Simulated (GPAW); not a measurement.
Records of electronic-structure calculations.

```json
{"subject": "A GW chain in GPAW: CuBiSeO (P4/nmm)", "lattice_ang": [[3.9497, 0.0, 0.0], [0.0, 3.9497, 0.0], [0.0, 0.0, 9.0675]], "atoms": [["Cu", 0.0, 0.0, 0.5], ["Cu", 0.5, 0.5, 0.5], ["Bi", 0.0, 0.5, 0.8602], ["Bi", 0.5, 0.0, 0.1398], ["Se", 0.5, 0.0, 0.6728], ["Se", 0.0, 0.5, 0.3272], ["O", 0.5, 0.5, 0.0], ["O", 0.0, 0.0, 0.0]], "method": "DFT, LDA, plane waves, PAW (and 1 further level or step)", "program": "GPAW 26.7.0", "settings_of_one_run": "cutoff 600 eV, GPAW PAW setups 1.2.1 data release, 4×4×2 k-mesh, nbands 331", "cost": "4 runs, 17 min in all on 4 MPI ranks of Arm Neoverse V1, shared host (the runs of this entry)", "notes": "This run has no spin polarisation, although Cu can carry a moment. The cell and positions are those that the Materials Project relaxed with its own functionals (PBE, PBE+U or r2SCAN), kept fixed. Limits: no spin polarisation; no spin-orbit coupling. Bands and cutoff are finite, so the gap is not at the basis limit. The miss can reach some tenths of an eV and take either sign; the mesh is an error of its own. The 4×4×2 mesh is coarse for this cell, which bears on the long-range parts of exchange and screening. With atoms this heavy and so narrow a gap, spin-orbit coupling can invert the bands. These scalar-relativistic gaps are then model values, not to be set against experiment, and a spin-orbit change taken from DFT can’t simply be added.", "results": {"lda_gap": "0.13 eV, indirect (only 40 meV under the direct gap)", "g0w0_gap_on_the_mesh": "0.76 eV", "gw_settings": "4×4×2 mesh, 321 bands, screening to 100 eV, Godby-Needs plasmon pole"}}
```

[Paths, hosts, dates, memory and timing lines, banners, echoed tables and standing remarks are left out of the program output.]

[Logs are printed without paths, hosts, clocks, repeated set-up lines and the standing remarks that a program may print on its own settings, such as how far it seeks lower states.]

[Runs of the session that timed out or met a known fault of the program may be left out.]

[Hosts, paths, dates, database ids (printed as entryN), source tags and the programs' standing remarks are cut or masked in the printed files.]
